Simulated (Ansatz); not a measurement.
# Ta2C monolayer: the cell at rest

Wanted: the relaxed cell of Ta2C monolayer.

Main program and level: Ansatz 0.2.0; DFT LDA, scalar-relativistic, plane waves, PAW.

## 1. Set-up

The cell holds 3 atoms: 1 C and 2 Ta. Its edges and angles: a = 3.100 Å, b = 3.100 Å, c = 20.000 Å, α = 90.0°, β = 90.0°, γ = 120.0°. Vacuum lies along c.

## 2. A coarse first look

A quick single point on a coarse mesh tells whether the cell has a gap and how far it is from rest, which sets the k mesh and smearing that follow.

The program solves this slab on a cell height of its own, 28.6 Å, in place of the one typed.

input.yaml

```yaml
crystal:
  lattice:
    - [3.1, 0.0, 0.0]
    - [-1.55, 2.68468, 0.0]
    - [0.0, 0.0, 20.0]
  atoms:
    - { symbol: C, position: [0.0, 0.0, 0.5] }
    - { symbol: Ta, position: [0.333333, 0.666667, 0.56] }
    - { symbol: Ta, position: [0.666667, 0.333333, 0.44] }
  periodic: [true, true, false]
kpoints:
  mp_grid: { grid: [6, 6, 1] }
hamiltonian:
  xc: lda
scf:
  occupations: { method: gaussian, width: 0.1 }
output:
  forces: true
  stress: true
  eigenvalues: true
```

On the command line:

```bash
$ ansatz run input.yaml --threads 8 --pin off --max-ram 14336MiB --backend cpu --events-out ev --progress --plain --runs-dir out
```

Numbers of over 12 decimals in the logs are rounded to 6 here.

Output:

```text
[...]
--- Band table (eV; the first three rows and the last of 7) ---
  k-point 0: bands = [... 11 lower, -9.0765, -6.4583, -5.7251, -5.4625, -4.9857, -4.9857, -3.1148, -3.1148]
  k-point 1: bands = [... 11 lower, -8.9710, -6.3809, -6.2143, -5.6579, -4.8121, -4.3864, -3.5958, -3.1440]
  k-point 2: bands = [... 11 lower, -8.9837, -7.6440, -5.9674, -5.4354, -3.5146, -3.0590, -2.9927, -1.7665]
  k-point 6: bands = [... 11 lower, -8.9966, -5.8613, -5.7249, -5.7249, -4.2895, -2.5405, -2.5405, -1.4178]
[key lines of the parts left out:]
SCF converged after 7 iterations
Free energy (F): -19606.948548 eV
Fermi energy:    -4.920157 eV
P = ½ c Tr σ = -6.9847 N/m
```

The job ended after 0.5 s (8 threads of Arm Neoverse V2, shared host; peak memory 0.47 GiB).

Numbers from this step:

```yaml
gap_on_the_k_mesh: 0 eV
area_per_atom: 2.774 Å²
```

The coarse mesh shows no gap.

## 3. Coarse relaxation

A rough relaxation comes first, because large forces or stress need no tight tolerances yet.

The program solves this slab on a cell height of its own, 28.6 Å, in place of the one typed.

input.yaml, as its differences from that of step 2:

```diff
@@ -11,3 +11,3 @@
 kpoints:
-  mp_grid: { grid: [6, 6, 1] }
+  mp_grid: { grid: [9, 9, 1] }
 hamiltonian:
@@ -20 +20,6 @@
   eigenvalues: true
+relax:
+  adjacent_minimum: "off"
+  f_tol: 0.05
+  max_steps: 80
+  cell: { stress_2d_tol: 0.02 }
```

Output:

```text
[...]
Crystal: 3 atoms, lattice volume = 238.024 Å³
Basis set: ecut = 420 eV, 4631 PW (Γ)
Bands: 19, of which v1, the nominal top of the filled ones, is band 15 counted from 1 (14 counted from 0)
Symmetry: 12 space group operations
[...]
k-points: 12 of 81
[...]
F+E_penalty+E_count = -19607.04291313 eV   max|allowed force component| = 7.239e-4 eV/Å   (the final SCF, on the basis selected at the relaxed cell)
  cell:  # Å, volume = 228.7054 Å³
    - [3.038714, 0.0, 0]
    - [-1.519357, 2.631604, 0]
    - [0, 0, 28.6]
  atoms:
    - { symbol: C, position: [0, 0, 0.349650] }
    - { symbol: Ta, position: [0.333333, 0.666667, 0.391517] }
    - { symbol: Ta, position: [0.666667, 0.333333, 0.307784] }
[key lines of the parts left out:]
SCF converged after 6 iterations
Free energy (F): -19607.042913 eV
Fermi energy:    -4.983286 eV
P = ½ c Tr σ = 0.0018 N/m
```

It took 4.3 s on 8 threads; peak memory 0.58 GiB.

The steps of the relaxation:

```
step  energy less that of the first step (eV)  largest force component (eV/Å)  volume (Å³)
   1                                   0.0000                          0.6228       238.02
   2                                  -0.0395                          0.0998       221.63
   3                                  -0.0793                          0.0042       229.20
   4                                  -0.0795                          0.0016       228.78
  5*                                  -0.0778                          0.0016       228.78
   6                                  -0.0778                          0.0007       228.71
  7*                                  -0.0778                          0.0007       228.71
```

Relaxation steps marked * repeat the geometry before them on a plane-wave basis chosen anew for their cell, so energy and pressure can jump there.

Forces are held to the 12 operations that the run works with; a distortion that breaks them can't arise in this run.

```
cell as run  before  after  change
      a (Å)   3.100  3.039  -2.0 %
      b (Å)   3.100  3.039  -2.0 %
```

Final coordinates:

```xyz
3
Lattice="3.0387 0.0000 0.0000 -1.5194 2.6316 0.0000 0.0000 0.0000 28.6000" Properties=species:S:1:pos:R:3
C     0.0000    0.0000   10.0000
Ta    0.0000    1.7544   11.1974
Ta    1.5194    0.8772    8.8026
```

Numbers from this step:

```
area per atom : 2.666 Å²
```

The relaxation ends with a largest force component of 7.2e-4 eV/Å.

## 4. Relaxation

The cell and atoms are relaxed, since residual forces and stress would shift the frequencies.

input.yaml

```yaml
crystal:
  lattice:
    - [3.0387144262, 0.0, 0.0]
    - [-1.5193572131, 2.6316038879, 0.0]
    - [0.0, 0.0, 28.6]
  atoms:
    - { symbol: C, position: [0.0, 0.0, 0.3496503497] }
    - { symbol: Ta, position: [0.3333333333, 0.6666666667, 0.3915168464] }
    - { symbol: Ta, position: [0.6666666667, 0.3333333333, 0.3077838529] }
  periodic: [true, true, false]
kpoints:
  mp_grid: { grid: [15, 15, 1] }
hamiltonian:
  xc: lda
scf:
  occupations: { method: gaussian, width: 0.1 }
output:
  forces: true
  stress: true
  eigenvalues: true
  write_density: true
  write_potential: true
  elf: true
  volumetric_format: npy
relax:
  adjacent_minimum: "off"
  f_tol: 0.005
  max_steps: 80
  cell: { stress_2d_tol: 0.02 }
```

Output:

```text
[...]
Crystal: 3 atoms, lattice volume = 228.705 Å³
Basis set: ecut = 420 eV, 4427 PW (Γ)
Bands: 19, of which v1, the nominal top of the filled ones, is band 15 counted from 1 (14 counted from 0)
Symmetry: 12 space group operations
[...]
k-points: 27 of 225
[...]
SCF iter   1: F=—  HF=-19607.050012 eV  |F-HF|=—  |Δ(HF+E_count)|=         —  Δρ=4.97e-3  dr2=4.81e-2  ethr=1.77e-3  ⟨swp⟩=11.7  Hψ=4273  notcnv=0
[...]
SCF iter   7: F=-19607.038740 eV  HF=-19607.038740 eV  |F-HF|=6.18e-9  |Δ(HF+E_count)|=   8.17e-8  Δρ=3.22e-6  dr2=2.48e-8  ethr=3.33e-10  ⟨swp⟩=22.7  Hψ=6461  notcnv=0
SCF 1 converged in 7 iterations: F = -19607.038740 eV  dr2 = 2.48e-8
[...]
relax step   1: F+E_penalty+E_count = -19607.03873990 eV  Δ(F+E_penalty+E_count) = +0.000e0 eV  max|allowed force component| = 1.150e-2 eV/Å  Δτ_max = 0.0000 Å  P = -0.008 N/m  Ω = 228.705 Å³  fix = [c, alpha, beta]  reactions: c -0.000 N/m  (7 SCF iters, dr2 threshold 1.00e-7 eV, accepted)
Crystal: 3 atoms, lattice volume = 228.794 Å³
[...]
SCF iter   5: F=-19607.038716 eV  HF=-19607.038716 eV  |F-HF|=1.22e-9  |Δ(HF+E_count)|=   7.97e-9  Δρ=9.48e-7  dr2=2.26e-9  ethr=2.69e-11  ⟨swp⟩=12.4  Hψ=4781  notcnv=0
SCF 2 converged in 5 iterations: F = -19607.038716 eV  dr2 = 2.26e-9
relax step   2: F+E_penalty+E_count = -19607.03871625 eV  Δ(F+E_penalty+E_count) = +2.365e-5 eV  max|allowed force component| = 1.189e-2 eV/Å  Δτ_max = 0.0010 Å  P = -0.020 N/m  Ω = 228.794 Å³  energy of the carried Pulay correction = -2.048e-5 eV  fix = [c, alpha, beta]  (5 SCF iters, dr2 threshold 8.26e-9 eV, rejected (line search))
Crystal: 3 atoms, lattice volume = 228.730 Å³
[...]
SCF iter   7: F=-19607.038739 eV  HF=-19607.038739 eV  |F-HF|=1.82e-11  |Δ(HF+E_count)|=  3.64e-12  Δρ=2.19e-8  dr2=2.03e-12  ethr=1.00e-12  ⟨swp⟩=13.6  Hψ=4374  notcnv=0
SCF 3 converged in 7 iterations: F = -19607.038739 eV  dr2 = 2.03e-12
relax step   3: F+E_penalty+E_count = -19607.03873939 eV  Δ(F+E_penalty+E_count) = +5.121e-7 eV  max|allowed force component| = 3.982e-5 eV/Å  Δτ_max = 0.0005 Å  P = -0.001 N/m  Ω = 228.730 Å³  energy of the carried Pulay correction = -5.588e-6 eV  fix = [c, alpha, beta]  reactions: c -0.000 N/m  (7 SCF iters, accepted)
[...]
SCF iter   6: F=-19607.038748 eV  HF=-19607.038748 eV  |F-HF|=2.18e-11  |Δ(HF+E_count)|=  1.46e-11  Δρ=1.13e-8  dr2=2.42e-13  ethr=1.00e-12  ⟨swp⟩=15.7  Hψ=4943  notcnv=0
SCF 4 converged in 6 iterations: F = -19607.038748 eV  dr2 = 2.42e-13
relax step   4: F+E_penalty+E_count = -19607.03874763 eV  Δ(F+E_penalty+E_count) = -8.248e-6 eV  max|allowed force component| = 4.210e-5 eV/Å  Δτ_max = 0.0000 Å  P = -0.000 N/m  Ω = 228.730 Å³  fix = [c, alpha, beta]  reactions: c -0.000 N/m  stress off target by 4.33e-4 N/m on what of the cell is left free  SCF on the basis re-selected at this cell (its energy is not comparable with the rows above)  (6 SCF iters)
basis re-selected at this cell: Δ(F+E_penalty+E_count) = -8.248e-6 eV, ΔP = +0.000 N/m vs the last step (what re-selecting the basis moved, of the pressure what is left beyond the Pulay correction that the steps carried, after the strain that the cell walked since its last selection, with what the two solves' SCF thresholds leave and, on support functions, any second-order correction that the steps lacked; it is no m [...]
WARN: The output density's exchange-correlation potential varies sharply where the density is thin. Do not read a vacuum level from v_tot or v_xc, or from such a field of the output density. On a cell that repeats whose density bears no net charge and no dipole along the vacuum's axis use v_es (v_loc + v_h of the components); under efield.dipole_correction with no amplitude use v_es + v_field, which holds any externa [...]
SCF converged after 6 iterations
Free energy (F): -19607.038748 eV
[...]
Internal energy: -19607.026777 eV  (E = F + TS)
E sigma→0 (E₀):  -19607.032762 eV
Entropy (-TS):   -0.011970 eV (-3.990 meV/atom)
Fermi energy:    -5.015578 eV
[...]
--- Forces (eV/Å), atoms counted from 1 ---
  atom   1  C     -0.00000000    -0.00000000     0.00000000
  atom   2  Ta    -0.00000000     0.00000000    -0.00004210
  atom   3  Ta    -0.00000000    -0.00000000     0.00004210
  max |Σ_I F_I| component: 3.70e-17 eV/Å
--- 2D stress c σ (N/m, compression-positive) ---
       -0.000433      -0.000000       0.000000
       -0.000000      -0.000433       0.000000
        0.000000       0.000000      -0.000000
  P = ½ c Tr σ = -0.0004 N/m
--- Band table (eV; the first three rows and the last of 27) ---
  k-point 0: bands = [... 11 lower, -9.3664, -6.7079, -5.8776, -5.6834, -5.1333, -5.1333, -3.1405, -3.1405]
  k-point 1: bands = [... 11 lower, -9.3400, -6.6442, -5.9970, -5.5576, -5.2868, -5.0181, -3.3990, -3.2252]
  k-point 2: bands = [... 11 lower, -9.2801, -6.5768, -6.2867, -5.7083, -5.1985, -4.6918, -3.6423, -3.2778]
  k-point 26: bands = [... 11 lower, -9.3295, -6.0447, -5.8946, -5.8946, -4.4925, -2.4814, -2.4814, -1.3995]
--- Relaxed structure (3 steps of the walk, 2 accepted, 1 SCFs on fresh bases) ---
[...]
cell:  # Å, volume = 228.7295 Å³
    - [3.038875, 0, 0]
    - [-1.519437, 2.631743, 0]
    - [0, 0, 28.6]
  atoms:
    - { symbol: C, position: [0, 0, 0.349650] }
    - { symbol: Ta, position: [0.333333, 0.666667, 0.391501] }
    - { symbol: Ta, position: [0.666667, 0.333333, 0.307800] }
```

Elapsed: 4.8 s, on 8 threads; peak memory 0.67 GiB.

Little changed from the start: no atom moved by 0.005 Å and no cell edge by 0.1 %.

ELF in the ac plane at fractional y = 0.333, with atoms of Ta within 0.2 Å of it. It is the smooth field of the valence electrons, not physical close to the nuclei.

Ten even steps from '_' (0.00) to '@' (0.72), each cell a mean:
```
________________________________
________________________________
________________________________
________________________________
________________________________
________________________________
________________________________
________________________________
________________________________
________________________________
________________________________
________________________________
::........::::----========----::
--::::::::--==**##@@@@@@@@%%**++
----======------==**####**++--::
**########**++==================
----==++--::==##@@%%++++##@@%%++
--++####**==::::::----------::::
::--------::....____________....
________________________________
________________________________
________________________________
________________________________
________________________________
```
Columns run along a (3.0 Å), rows up along c (28.6 Å). Atoms in or near the plane, at fractional coordinates: Ta at (0.67, 0.31).

Electrostatic potential energy in the ac plane at fractional y = 0.333, with atoms of Ta within 0.2 Å of it. With pseudopotentials it is smooth inside the atoms' cores, unlike the true potential.

Values in eV, 24 rows by 16 columns, each cell a mean:
```
  0   0   0   0   0   0   0   0   0   0   0   0   0   0   0   0
  0   0   0   0   0   0   0   0   0   0   0   0   0   0   0   0
  0   0   0   0   0   0   0   0   0   0   0   0   0   0   0   0
  0   0   0   0   0   0   0   0   0   0   0   0   0   0   0   0
  0   0   0   0   0   0   0   0   0   0   0   0   0   0   0   0
  0   0   0   0   0   0   0   0   0   0   0   0   0   0   0   0
  0   0   0   0   0   0   0   0   0   0   0   0   0   0   0   0
  0   0   0   0   0   0   0   0   0   0   0   0   0   0   0   0
  0   0   0   0   0   0   0   0   0   0   0   0   0   0   0   0
  0   0   0   0   0   0   0   0   0   0   0   0   0   0   0   0
  0   0   0   0   0   0   0   0   0   0   0   0   0   0   0   0
  0   0   0   0   0   0   0   0   0   0   0   0   0   0   0   0
  0   0   0   0   0   0   0   0   0   0   0   0   0   0   0   0
 -4  -5  -6  -6  -6  -5  -4  -3  -2  -1  -1  -1  -1  -2  -2  -3
-16 -21 -24 -24 -22 -18 -14  -9  -7  -5  -4  -4  -4  -6  -8 -11
 -9 -10 -11 -11 -10  -9  -9 -10 -12 -13 -14 -14 -13 -12 -11 -10
-16  -9  -7  -6  -8 -13 -23 -27 -27 -27 -27 -27 -27 -27 -27 -25
 -5  -3  -2  -2  -3  -4  -7 -10 -13 -15 -15 -15 -15 -14 -11  -8
  0   0   0   0   0   0  -1  -1  -1  -1  -1  -1  -1  -1  -1  -1
  0   0   0   0   0   0   0   0   0   0   0   0   0   0   0   0
  0   0   0   0   0   0   0   0   0   0   0   0   0   0   0   0
  0   0   0   0   0   0   0   0   0   0   0   0   0   0   0   0
  0   0   0   0   0   0   0   0   0   0   0   0   0   0   0   0
  0   0   0   0   0   0   0   0   0   0   0   0   0   0   0   0
```
Columns run along a (3.0 Å; values clipped at the 3rd and 97th percentile), rows up along c (28.6 Å). Atoms in or near the plane, at fractional coordinates: Ta at (0.67, 0.31).

Valence density in the ac plane at fractional y = 0.333, with atoms of Ta within 0.2 Å of it. It is the smooth field of the valence electrons, not physical close to the nuclei.

Ten steps, logarithmic in the rise over the least value, from '0' (0.0 e/Å³) to '9' (4.1 e/Å³), each cell a mean:
```
0000000000000000
0000000000000000
0000000000000000
0000000000000000
0000000000000000
0000000000000000
0000000000000000
0000000000000000
0000000000000000
0000000000000000
0000000000000000
0000000000000000
0000000000000000
2333322222222222
5666665444444444
5566555555666555
5444456899999987
3222233455666543
0000000000000000
0000000000000000
0000000000000000
0000000000000000
0000000000000000
0000000000000000
```
Columns run along a (3.0 Å), rows up along c (28.6 Å). Atoms in or near the plane, at fractional coordinates: Ta at (0.67, 0.31).

(Continued in part 2 of 2.)

[Logs are printed without paths, hosts, clocks, repeated set-up lines and the standing remarks that a program may print on its own settings, such as how far it seeks lower states.]

[Hosts, paths, dates, database ids (printed as entryN), source tags and the programs' standing remarks are cut or masked in the printed files.]
